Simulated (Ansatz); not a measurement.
Planning a run of Ansatz 0.2.0 on CsSrF3 (Pm-3m). The input:

```yaml
crystal:
  lattice:
    - [9.52649402, 0.0, 0.0]
    - [0.0, 9.52649402, 0.0]
    - [0.0, 0.0, 4.76324701]
  atoms:
    - { symbol: Cs, position: [0.0, 0.0, 0.0] }
    - { symbol: Sr, position: [0.25, 0.25, 0.5] }
    - { symbol: F, position: [0.0, 0.25, 0.5] }
    - { symbol: F, position: [0.25, 0.0, 0.5] }
    - { symbol: F, position: [0.25, 0.25, 0.0] }
    - { symbol: Cs, position: [0.0, 0.5, 0.0] }
    - { symbol: Sr, position: [0.25, 0.75, 0.5] }
    - { symbol: F, position: [0.0, 0.75, 0.5] }
    - { symbol: F, position: [0.25, 0.5, 0.5] }
    - { symbol: F, position: [0.25, 0.75, 0.0] }
    - { symbol: Cs, position: [0.5, 0.0, 0.0] }
    - { symbol: Sr, position: [0.75, 0.25, 0.5] }
    - { symbol: F, position: [0.5, 0.25, 0.5] }
    - { symbol: F, position: [0.75, 0.0, 0.5] }
    - { symbol: F, position: [0.75, 0.25, 0.0] }
    - { symbol: Cs, position: [0.5, 0.5, 0.0] }
    - { symbol: Sr, position: [0.75, 0.75, 0.5] }
    - { symbol: F, position: [0.5, 0.75, 0.5] }
    - { symbol: F, position: [0.75, 0.5, 0.5] }
    - { symbol: F, position: [0.75, 0.75, 0.0] }
kpoints:
  mp_grid: { grid: [1, 1, 2] }
hamiltonian:
  xc: r2scan
scf:
  occupations: { method: fixed }
gw:
  n_empty_bands: 456
  ecut_chi: 60.0
  qp_bands: [v1, c1]
  qp_kpoints: band_edges
  screening: { model: contour_deformation }
```

```sh
ansatz run input.yaml --threads 16 --pin off --max-ram 36864MiB --backend cpu --events-out ev --progress --plain --runs-dir out
```

Q: How long will it take on 16 threads of Arm Neoverse V2, shared host, and how much memory?

It took 20 s; on shared hardware allow 9.8 s to 39 s. Peak host memory was 3.2 GiB. The sizes that set the cost: 11005 plane waves a state, 2 irreducible k points, 536 bands summed, 455 plane waves in the screening and 8 SCF cycles.

The screening grows as filled bands × empty bands × pairs of k points, times the square of the screening basis for the matrix.

[Paths, hosts, dates, memory and timing lines, banners, echoed tables and standing remarks are left out of the program output.]

[Logs are printed without paths, hosts, clocks, repeated set-up lines and the standing remarks that a program may print on its own settings, such as how far it seeks lower states.]

[Runs of the session that timed out or met a known fault of the program may be left out.]

[Cells called generated may have been cut or substituted from an entry of the Crystallography Open Database or the Materials Project.]

[Hosts, paths, dates, database ids (printed as entryN), source tags and the programs' standing remarks are cut or masked in the printed files.]
